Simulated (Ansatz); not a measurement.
**SrVO3 (Pm-3m): how robust is the cRPA U?**

What does U in SrVO3 (Pm-3m) depend on besides the window?

Method: constrained RPA on LDA, plane waves, PAW, in Ansatz 0.2.0.

### 1. The starting structure

It takes space group Pm-3m (No. 221, cubic). The conventional cell has a = 3.842 Å, b = 3.842 Å, c = 3.842 Å, α = 90.00°, β = 90.00°, γ = 90.00°. Nearest to Sr lie 12 O at 2.72 Å. V has 6 O at 1.92 Å nearest. Nearest to O lie 2 V at 1.92 Å and 4 Sr at 2.72 Å. Farther neighbours and most contacts between anions are not listed.

 The program's search for lower electronic states was switched off, so nothing shows that the state found is the lowest. The default PAW set here is soft_2. Its files were made with PBE.

### 2. Base: V t2g, bands v1 to c2, 4×4×4 mesh, medium accuracy

Constrained RPA screens the interaction with every transition except those inside the target bands, which a later many-body model would treat itself.

The input, input.yaml:

```yaml
crystal:
  lattice:
    - [0.0, -3.842, 0.0]
    - [0.0, 0.0, 3.842]
    - [-3.842, 0.0, 0.0]
  atoms:
    - { symbol: Sr, position: [0.0, 0.0, 0.0] }
    - { symbol: V, position: [0.5, 0.5, 0.5] }
    - { symbol: O, position: [0.5, 0.5, 0.0] }
    - { symbol: O, position: [0.5, 0.0, 0.5] }
    - { symbol: O, position: [0.0, 0.5, 0.5] }
kpoints:
  mp_grid: { grid: [8, 8, 8] }
hamiltonian:
  xc: lda
scf:
  occupations: { method: gaussian, width: 0.08 }
  n_extra_bands: 19
  max_iter: 150
  lower_state_search: "off"
output:
  crpa:
    kmesh: [4, 4, 4]
    target_bands: [v1, c2]
    projections: [{ species: V, l: d, shell: 3, orbitals: [dxz, dyz, dxy] }]
  local_orbitals:
    kmesh: [8, 8, 8]
    orbitals: [{ species: V, l: d, shell: 3, orbitals: [dxz, dyz, dxy] }]
    window: { bands: [v1, c2] }
    seedname: lo
```

Run with:

```sh
$ ansatz run input.yaml --threads 16 --pin off --max-ram 36864MiB --backend cpu --events-out ev --progress --plain --runs-dir out
```

Numbers of over 12 decimals in the logs are rounded to 6 here.

The program printed:

```text
scf.n_extra_bands = 19 over 21 filled bands (N_el = 41.0): the run solves 40 bands
Engine: ansatz 0.2.0, x86_64-unknown-linux-gnu
Pseudopotentials: kind: paw
Pseudopotential: Sr, paw, valence charge 10, recommended cutoff 420 eV (normal), Sr.paw.azcp
Pseudopotential: V, paw, valence charge 13, recommended cutoff 420 eV (normal), V.paw.azcp
Pseudopotential: O, paw, valence charge 6, recommended cutoff 420 eV (normal), O.paw.azcp
Functional definition: SPW92
  exchange = slater_x
  correlation = pw_c
Crystal: 5 atoms, lattice volume = 56.712 Å³
Basis set: ecut = 420 eV, 1141 PW (Γ)
Bands: 40, of which v1, the nominal top of the filled ones, is band 21 counted from 1 (20 counted from 0)
Symmetry: 48 space group operations
Space group: Pm-3m (ITA 221), of the structure as read, at distance tolerance 3.8e-5 Å
k-points: 35 of 512
Non-local potential: Sr, projectors of the file, l = 0: 3, l = 1: 2, l = 2: 2
Non-local potential: V, projectors of the file, l = 0: 3, l = 1: 2, l = 2: 3, l = 3: 1
Non-local potential: O, projectors of the file, l = 0: 2, l = 1: 2, l = 2: 1
PAW form: soft (Blöchl's): semilocal exchange-correlation on the pseudo side does not see the compensation charge
PAW frozen core: Sr, regenerated for the run's functional, and the local potential with it (the file was generated under x = pbe(κ = 0.804, μ = 0.219515), c = pbe(β = 0.066725))
PAW frozen core: V, regenerated for the run's functional, and the local potential with it (the file was generated under x = pbe(κ = 0.804, μ = 0.219515), c = pbe(β = 0.066725))
PAW frozen core: O, regenerated for the run's functional, and the local potential with it (the file was generated under x = pbe(κ = 0.804, μ = 0.219515), c = pbe(β = 0.066725))
PAW one-centre angular grid: Sr, 110 points (default); XC on 64 Gauss nodes
PAW one-centre angular grid: V, 590 points (default); XC on 64 Gauss nodes
PAW one-centre angular grid: O, 110 points (default); XC on 64 Gauss nodes
Initial density: superposition of atomic densities (neutral atoms: chi_scale 0, normalization atom), corrected by the library's trained network
Initial wavefunctions: pseudopotential atomic-orbital guess
Functional: x = slater, c = lda
SCF iter   1: F=—  HF=-7977.629916 eV  |F-HF|=—  |Δ(HF+E_count)|=         —  Δρ=2.00e-2  dr2=2.11e-1  ethr=1.77e-3  ⟨swp⟩=7.6  Hψ=6929  notcnv=0  defer=258
preconditioner: auto → Kerker (q_TF=auto, 2.585 Å⁻¹)  [metal: Δε(μ)=0.073 eV  Ē_g=18.998 eV  σ=0.080 eV  W_gap=0.48  n_scr=18 (ndim 8)  ℏωp=27.5 eV  f_vac=0.000  D(μ)=3.25/eV (n_scr^D=26)]
SCF iter   2: F=—  HF=-7977.598606 eV  |F-HF|=—  |Δ(HF+E_count)|=   3.13e-2  Δρ=1.12e-2  dr2=7.37e-2  ethr=5.14e-4  ⟨swp⟩=2.0  Hψ=1837  notcnv=0  defer=336
[...]
SCF iter   8: F=-7977.583467 eV  HF=-7977.583467 eV  |F-HF|=6.05e-9  |Δ(HF+E_count)|=   4.22e-8  Δρ=3.58e-6  dr2=8.46e-9  ethr=2.44e-10  ⟨swp⟩=11.1  Hψ=6905  notcnv=0
SCF 1 converged in 8 iterations: F = -7977.583467 eV  dr2 = 8.46e-9
[...]
NSCF: frozen V_eff on 38 k-points
NSCF: frozen V_eff on 10 k-points
[...]
cRPA screening: q 1/64
cRPA screening: q 2/64
cRPA screening: q 8/64 (q-point 3)
cRPA screening: q 11/64 (q-point 6)
cRPA screening: q 23/64 (q-point 7)
cRPA screening: q 35/64 (q-point 11)
cRPA screening: q 38/64 (q-point 22)
cRPA screening: q 46/64 (q-point 23)
cRPA screening: q 58/64 (q-point 27)
cRPA screening: q 64/64 (q-point 43)
SCF converged after 8 iterations
Free energy (F): -7977.583467 eV
Harris-Foulkes:  -7977.583467 eV  (|F-HF|=6.05e-9)
Internal energy: -7977.573352 eV  (E = F + TS)
E sigma→0 (E₀):  -7977.578409 eV
Entropy (-TS):   -0.010115 eV (-2.023 meV/atom)
Fermi energy:    12.236160 eV
--- Per-component energies (eV) ---
  E_band       = -231.164050
  E_kinetic    = 1105.377639
  E_local      = -2645.980135  (includes V_loc(G=0)·N_el)
  E_nonlocal   = 309.400503
  E_hartree    = 977.853067
  E_xc         = -520.775620
  E_vxc        = -609.484094  (∫ρ·V_xc dr)
  E_paw        = -4096.220730  (= ΣΔE_a)
  E_vpaw       = -346.195449  (= ΣTr[D̂ρ^β])
  E_aug_tail   = 0.007766  (compensation charges beyond the density's cutoff)
  E_ewald      = -3108.166893
  E_core_change = 0.931050  (= ΣΔE_core)
  E_smearing   = -0.010115  (= −TS)
  E_closure    = 0.000000  (closes the sum)
  Σ components = -7977.583467   (vs F -7977.583467, Δ=0.00e0)
--- Band table (eV; the first three rows and the last of 35) ---
  k-point 0: bands = [... 17 lower, 9.7025, 9.7025, 9.7025, 11.1183, 11.1183, 11.1183, 13.4065, 13.4065, ... 15 higher]
  k-point 1: bands = [... 17 lower, 9.2042, 9.5711, 9.5711, 11.1363, 11.5267, 11.5267, 13.4112, 13.9113, ... 15 higher]
  k-point 2: bands = [... 17 lower, 8.3630, 9.4046, 9.4046, 11.1803, 12.2594, 12.2594, 13.4190, 14.7960, ... 15 higher]
  k-point 34: bands = [... 17 lower, 10.0843, 10.0843, 10.0843, 13.6595, 13.6595, 13.6595, 17.2862, 17.2862, ... 15 higher]
--- cRPA (band scheme, projected local orbitals): target bands 21..23 (1-based), 3 Wannier function(s), 4×4×4 mesh, 46 bands' worth read of 51 solved, ecut_chi 136.0 eV, v(q+G=0) probe_charge, pair densities all_electron ---
  bands read: the sum over 46 bands ends inside a degenerate multiplet in 16 slots, whose members it reads at an even weight; the widest, k=0: bands 45 to 47 (counted from 1) at 2/3 each
  χ-basis size per q: N_G = 196..216
  window electrons = 1.0000, filled by tetrahedron_uncorrected; constrained ε̄⁻¹(q = 0, 0) head = 0.159763; min gauge Gram eig = 0.7082
  Kanamori averages over each shell's own Wannier functions (sites counted from 0, functions from 1):
    Site 1, 3D, 3 of 5 d orbitals (Wannier functions 1, 2, 3; wannier90's mr 2, 3, 5):
      screened: U = 3.2096 eV, U' = 2.3536 eV, J = 0.4086 eV
      screened, to within: U = 4.8e-3 eV, U' = 4.8e-3 eV, J = 6.6e-4 eV
      bare: V = 16.1752 eV, V' = 14.9858 eV, J = 0.5565 eV
  Hermiticity witness max|P − P†| over intra, direct and exchange elements: 5.33e-15 eV (screened), 1.70e-19 eV (bare)
  Reality witness max|Im| over intra, direct and exchange elements: 4.58e-20 eV (screened), 1.16e-19 eV (bare)
```

Wall time 6.4 s (16 threads of Intel Xeon 6975P-C (Granite Rapids), shared host); peak memory 0.76 GiB.

Reading the cycles: dr2 is the Hartree energy of the density residual (eV), the measure of convergence; HF is the Harris–Foulkes estimate of the energy, which meets the free energy F at convergence.

Numbers from this step:

```yaml
u: 3.210 eV
u_prime_inter_orbital: 2.354 eV
j: 0.4086 eV
bare_v: 16.18 eV
bare_j: 0.5565 eV
stated_bound_on_u: 0.004755 eV
u_over_bare_v: 0.1984
electrons_in_the_window: 1.000
head_of_the_constrained_inverse_dielectric_matrix: 0.1598
least_eigenvalue_of_the_projection_s_overlap: 0.7082
target_functions: 3
bands_in_the_sums: 46
r_m_s_miss_of_the_model_bands: 0.001112 eV
width_of_the_target_bands: 2.541 eV
weight_of_the_projected_orbitals_in_the_window: 0.7816
```

On the V t2g shell, screening brings the on-site interaction from 16.2 eV down to U = 3.21 eV.

### 3. Changed: 6×6×6 mesh

input.yaml, the sections that differ from step 2:

```yaml
output:
  crpa:
    kmesh: [6, 6, 6]
    target_bands: [v1, c2]
    projections: [{ species: V, l: d, shell: 3, orbitals: [dxz, dyz, dxy] }]
# crystal, kpoints, hamiltonian, scf: as in step 2
```

The program printed:

```text
[...]
Crystal: 5 atoms, lattice volume = 56.712 Å³
Basis set: ecut = 420 eV, 1141 PW (Γ)
Bands: 40, of which v1, the nominal top of the filled ones, is band 21 counted from 1 (20 counted from 0)
Symmetry: 48 space group operations
[...]
k-points: 35 of 512
[...]
SCF iter   1: F=—  HF=-7977.629916 eV  |F-HF|=—  |Δ(HF+E_count)|=         —  Δρ=2.00e-2  dr2=2.11e-1  ethr=1.77e-3  ⟨swp⟩=7.6  Hψ=6929  notcnv=0  defer=258
[...]
SCF iter   8: F=-7977.583467 eV  HF=-7977.583467 eV  |F-HF|=6.05e-9  |Δ(HF+E_count)|=   4.22e-8  Δρ=3.58e-6  dr2=8.46e-9  ethr=2.44e-10  ⟨swp⟩=11.1  Hψ=6905  notcnv=0
SCF 1 converged in 8 iterations: F = -7977.583467 eV  dr2 = 8.46e-9
[...]
NSCF: frozen V_eff on 20 k-points
[...]
cRPA screening: q 1/216
cRPA screening: q 2/216
cRPA screening: q 8/216 (q-point 3)
cRPA screening: q 14/216 (q-point 4)
cRPA screening: q 17/216 (q-point 8)
[...]
SCF converged after 8 iterations
Free energy (F): -7977.583467 eV
[...]
Internal energy: -7977.573352 eV  (E = F + TS)
E sigma→0 (E₀):  -7977.578409 eV
Entropy (-TS):   -0.010115 eV (-2.023 meV/atom)
Fermi energy:    12.236160 eV
[...]
--- Band table (eV; the first three rows and the last of 35) ---
  k-point 0: bands = [... 17 lower, 9.7025, 9.7025, 9.7025, 11.1183, 11.1183, 11.1183, 13.4065, 13.4065, ... 15 higher]
  k-point 1: bands = [... 17 lower, 9.2042, 9.5711, 9.5711, 11.1363, 11.5267, 11.5267, 13.4112, 13.9113, ... 15 higher]
  k-point 2: bands = [... 17 lower, 8.3630, 9.4046, 9.4046, 11.1803, 12.2594, 12.2594, 13.4190, 14.7960, ... 15 higher]
  k-point 34: bands = [... 17 lower, 10.0843, 10.0843, 10.0843, 13.6595, 13.6595, 13.6595, 17.2862, 17.2862, ... 15 higher]
[...]
χ-basis size per q: N_G = 196..216
[...]
Site 1, 3D, 3 of 5 d orbitals (Wannier functions 1, 2, 3; wannier90's mr 2, 3, 5):
      screened: U = 3.2041 eV, U' = 2.3514 eV, J = 0.4072 eV
      screened, to within: U = 4.8e-3 eV, U' = 4.8e-3 eV, J = 6.6e-4 eV
      bare: V = 16.1111 eV, V' = 14.9252 eV, J = 0.5546 eV
[...]
```

It took 30 s on 16 threads; peak memory 0.94 GiB; 5.4 min of CPU time.

This step gave:

| Item | Value |
| --- | --- |
| U | 3.204 eV |
| U prime (inter-orbital) | 2.351 eV |
| J | 0.4072 eV |
| bare V | 16.11 eV |
| bare J | 0.5546 eV |
| stated bound on U | 0.004788 eV |
| U over bare V | 0.1989 |
| electrons in the window | 1.0000 |
| head of the constrained inverse dielectric matrix | 0.1687 |
| least eigenvalue of the projection's overlap | 0.7082 |
| target functions | 3 |
| bands in the sums | 46 |
| width of the target bands | 2.541 eV |
| weight of the projected orbitals in the window | 0.7816 |

On the V t2g shell, screening brings the on-site interaction from 16.1 eV down to U = 3.20 eV.

### 4. Changed: 2×2×2 mesh

Changes to input.yaml since step 3:

```diff
@@ -22,3 +22,3 @@
   crpa:
-    kmesh: [6, 6, 6]
+    kmesh: [2, 2, 2]
     target_bands: [v1, c2]
```

The program printed:

```text
[...]
Crystal: 5 atoms, lattice volume = 56.712 Å³
Basis set: ecut = 420 eV, 1141 PW (Γ)
Bands: 40, of which v1, the nominal top of the filled ones, is band 21 counted from 1 (20 counted from 0)
Symmetry: 48 space group operations
[...]
k-points: 35 of 512
[...]
k-point 34: bands = [... 17 lower, 10.0843, 10.0843, 10.0843, 13.6595, 13.6595, 13.6595, 17.2862, 17.2862, ... 15 higher]
[...]
χ-basis size per q: N_G = 196..216
[...]
Site 1, 3D, 3 of 5 d orbitals (Wannier functions 1, 2, 3; wannier90's mr 2, 3, 5):
      screened: U = 3.4772 eV, U' = 2.5652 eV, J = 0.4348 eV
      screened, to within: U = 4.7e-3 eV, U' = 4.7e-3 eV, J = 7.4e-4 eV
      bare: V = 16.9481 eV, V' = 15.7047 eV, J = 0.5851 eV
[...]
[key lines of the parts left out:]
SCF converged after 8 iterations
Free energy (F): -7977.583467 eV
Fermi energy:    12.236160 eV
```

Elapsed: 1.7 s, on 16 threads; peak memory 0.66 GiB; 14 s of CPU time.

This step gave:

```yaml
u: 3.477 eV
u_prime_inter_orbital: 2.565 eV
j: 0.4348 eV
bare_v: 16.95 eV
bare_j: 0.5851 eV
stated_bound_on_u: 0.004648 eV
u_over_bare_v: 0.2052
electrons_in_the_window: 1.0000
head_of_the_constrained_inverse_dielectric_matrix: 0.1227
least_eigenvalue_of_the_projection_s_overlap: 0.7082
target_functions: 3
bands_in_the_sums: 46
width_of_the_target_bands: 2.541 eV
weight_of_the_projected_orbitals_in_the_window: 0.7816
```

On the V t2g shell, screening brings the on-site interaction from 16.9 eV down to U = 3.48 eV.

### 5. Changed: sums over states on smooth products

Changes to input.yaml since step 4:

```diff
@@ -22,4 +22,8 @@
   crpa:
-    kmesh: [2, 2, 2]
+    kmesh: [4, 4, 4]
     target_bands: [v1, c2]
     projections: [{ species: V, l: d, shell: 3, orbitals: [dxz, dyz, dxy] }]
+    accuracy: sum_over_states
+    pair_densities: pseudo
+    n_empty_bands: 42
+    ecut_chi: 136
```

The program printed:

```text
[...]
Crystal: 5 atoms, lattice volume = 56.712 Å³
Basis set: ecut = 420 eV, 1141 PW (Γ)
Bands: 40, of which v1, the nominal top of the filled ones, is band 21 counted from 1 (20 counted from 0)
Symmetry: 48 space group operations
[...]
k-points: 35 of 512
[...]
χ-basis size per q: N_G = 196..216
[...]
U and J over all bands: no bound (output.crpa.accuracy: sum_over_states); those below are of the sums over the bands read on the sphere of ecut_chi alone
[...]
Site 1, 3D, 3 of 5 d orbitals (Wannier functions 1, 2, 3; wannier90's mr 2, 3, 5):
      screened: U = 3.4026 eV, U' = 2.3603 eV, J = 0.5025 eV
      bare: V = 16.1752 eV, V' = 14.9858 eV, J = 0.5565 eV
[...]
[key lines of the parts left out:]
SCF converged after 8 iterations
Free energy (F): -7977.583467 eV
Fermi energy:    12.236160 eV
```

It took 1.6 s on 16 threads; peak memory 0.58 GiB; 15 s of CPU time.

This variant gives U = 3.40 eV against 3.21 eV. It is a finite sum over empty states with no bound on its error and stays out of the table below.

### 6. Changed: smooth pair densities

Changes to input.yaml since step 5:

```diff
@@ -25,5 +25,2 @@
     projections: [{ species: V, l: d, shell: 3, orbitals: [dxz, dyz, dxy] }]
-    accuracy: sum_over_states
     pair_densities: pseudo
-    n_empty_bands: 42
-    ecut_chi: 136
```

The program printed:

```text
[...]
Crystal: 5 atoms, lattice volume = 56.712 Å³
Basis set: ecut = 420 eV, 1141 PW (Γ)
Bands: 40, of which v1, the nominal top of the filled ones, is band 21 counted from 1 (20 counted from 0)
Symmetry: 48 space group operations
[...]
k-points: 35 of 512
[...]
χ-basis size per q: N_G = 196..216
[...]
Site 1, 3D, 3 of 5 d orbitals (Wannier functions 1, 2, 3; wannier90's mr 2, 3, 5):
      screened: U = 3.2301 eV, U' = 2.3461 eV, J = 0.4216 eV
      screened, to within: U = 8.7e-3 eV, U' = 8.7e-3 eV, J = 4.3e-4 eV
      screened, sum over states alone: U = 3.4511 eV, U' = 2.4012 eV, J = 0.5051 eV
      bare: V = 16.1752 eV, V' = 14.9858 eV, J = 0.5565 eV
[...]
[key lines of the parts left out:]
SCF converged after 8 iterations
Free energy (F): -7977.583467 eV
Fermi energy:    12.236160 eV
```

The job ended after 5.4 s (16 threads; peak memory 0.69 GiB).

This step gave:

| Quantity | Value |
| --- | --- |
| U | 3.230 eV |
| U prime (inter-orbital) | 2.346 eV |
| J | 0.4216 eV |
| bare V | 16.18 eV |
| bare J | 0.5565 eV |
| stated bound on U | 0.008683 eV |
| U over bare V | 0.1997 |
| electrons in the window | 1.000 |
| head of the constrained inverse dielectric matrix | 0.1599 |
| least eigenvalue of the projection's overlap | 0.7082 |
| target functions | 3 |
| bands in the sums | 46 |
| width of the target bands | 2.541 eV |
| weight of the projected orbitals in the window | 0.7816 |

On the V t2g shell, screening brings the on-site interaction from 16.2 eV down to U = 3.23 eV.

### 7. Changed: more bands than orbitals

Changes to input.yaml since step 6:

```diff
@@ -23,4 +23,3 @@
     kmesh: [4, 4, 4]
-    target_bands: [v1, c2]
+    target_bands: [v1, c3]
     projections: [{ species: V, l: d, shell: 3, orbitals: [dxz, dyz, dxy] }]
-    pair_densities: pseudo
```

The program printed:

```text
Error: invalid value for `output.crpa.projections`: 3 orbital(s) selected but the target window spans 4 band(s); name one orbital per band of it
```

It took 0.09 s on 16 threads; peak memory 0.1 GiB.

The program refused the input before any cycle.

The program's message: “Error: invalid value for `output.crpa.projections`: 3 orbital(s) selected but the target window spans 4 band(s); name one orbital per band of it”

The fault put into this input: more bands than orbitals.

### 8. Changed: r2SCAN

This step: constrained RPA on r2SCAN, plane waves, PAW.

Changes to input.yaml since step 7:

```diff
@@ -14,3 +14,3 @@
 hamiltonian:
-  xc: lda
+  xc: r2scan
 scf:
@@ -23,3 +23,3 @@
     kmesh: [4, 4, 4]
-    target_bands: [v1, c3]
+    target_bands: [v1, c2]
     projections: [{ species: V, l: d, shell: 3, orbitals: [dxz, dyz, dxy] }]
```

The program printed:

```text
[...]
Crystal: 5 atoms, lattice volume = 56.712 Å³
Basis set: ecut = 500 eV, 1419 PW (Γ), exchange–correlation on 120×120×120 points (64 copies of the dense FFT grid, shifted against one another)
Bands: 40, of which v1, the nominal top of the filled ones, is band 21 counted from 1 (20 counted from 0)
Symmetry: 48 space group operations
[...]
k-points: 35 of 512
[...]
k-point 34: bands = [... 17 lower, 10.1248, 10.1248, 10.1248, 13.9722, 13.9722, 13.9722, 18.1138, 18.1138, ... 15 higher]
[...]
χ-basis size per q: N_G = 196..216
[...]
Site 1, 3D, 3 of 5 d orbitals (Wannier functions 1, 2, 3; wannier90's mr 2, 3, 5):
      screened: U = 3.6051 eV, U' = 2.6931 eV, J = 0.4371 eV
      screened, to within: U = 5.2e-3 eV, U' = 5.2e-3 eV, J = 7.4e-4 eV
      bare: V = 16.7425 eV, V' = 15.5017 eV, J = 0.5879 eV
[...]
[key lines of the parts left out:]
SCF converged after 9 iterations
Free energy (F): -8185.268886 eV
Fermi energy:    12.559637 eV
```

Wall time 11 s (16 threads); peak memory 0.97 GiB.

This step gave:

- U: 3.605 eV
- U prime (inter-orbital): 2.693 eV
- J: 0.4371 eV
- bare V: 16.74 eV
- bare J: 0.5879 eV
- stated bound on U: 0.005183 eV
- U over bare V: 0.2153
- electrons in the window: 1.000
- head of the constrained inverse dielectric matrix: 0.1809
- least eigenvalue of the projection's overlap: 0.7169
- target functions: 3
- bands in the sums: 46
- width of the target bands: 2.473 eV
- weight of the projected orbitals in the window: 0.7953

On the V t2g shell, screening brings the on-site interaction from 16.7 eV down to U = 3.61 eV.

[end of part 1 of 2]

[Paths, hosts, dates, memory and timing lines, banners, echoed tables and standing remarks are left out of the program output.]

[Logs are printed without paths, hosts, clocks, repeated set-up lines and the standing remarks that a program may print on its own settings, such as how far it seeks lower states.]

[Runs of the session that timed out or met a known fault of the program may be left out.]

[Hosts, paths, dates, database ids (printed as entryN), source tags and the programs' standing remarks are cut or masked in the printed files.]
